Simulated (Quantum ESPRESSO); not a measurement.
Records of electronic-structure calculations.

```xyz
10
Lattice="2.643 1.526 4.747 -2.643 1.526 4.747 0.000 -3.052 4.747" Properties=species:S:1:pos:R:3 pbc="T T T" subject="InNi2SbO6: which magnetic order is lowest" method="LDA; plane waves with GBRV 1.5 LDA potentials, no spin-orbit coupling, projections on orthogonalised atomic orbitals (and 2 further levels or steps)" program="Quantum ESPRESSO 7.5" settings_of_one_run="GBRV 1.5 LDA, cutoff 544.23 eV, 6×6×6 k-mesh, 68 bands, fermi-dirac occupations, smearing width 0.05 eV, collinear spin, SCF threshold 2.00e-8, starting moments 0 2 -2 0 0 0 0 0 0 0 μB" cost="4 runs, 9 min in all on 4 MPI ranks of Arm Neoverse V2, shared host (the runs of this entry)" notes="A computed site moment is spin alone and hangs on the region that is counted: the program’s spheres do not touch and miss the tail of the moment. Measured moments hold any orbital part as well, and belong to the order of the sample, which need not be the order of this run. No Hubbard term acts here. In such compounds local and semilocal functionals without one often delocalise the d electrons, and can shrink or lose moments and miss the size, sign and order of the couplings." lowest_state_found="antiferromagnetic (from antiferro +-)" largest_site_moment="1.37 μB" next_state_with_moments="ferromagnetic, 71.4 meV a seeded atom higher"
In    0.000    0.000    2.929
Ni    0.000    0.000   14.217
Ni    0.000    0.000    7.023
Sb    0.000    0.000    9.910
O     1.857    0.068    6.091
O    -0.870   -1.642    6.091
O    -0.987    1.574    6.091
O    -1.535   -0.069    8.544
O     0.708    1.364    8.544
O     0.827   -1.295    8.544
```

[Logs and program files are shortened in this print: banners, set-up blocks, solver, clock and traceback lines can be left out without a mark of their own.]

[Logs are printed without paths, hosts, clocks, repeated set-up lines and the standing remarks that a program may print on its own settings, such as how far it seeks lower states.]

[Hosts, paths, dates, database ids (printed as entryN), source tags and the programs' standing remarks are cut or masked in the printed files.]

[Where a cell is said to come from a database of computed structures, the database is the Materials Project.]
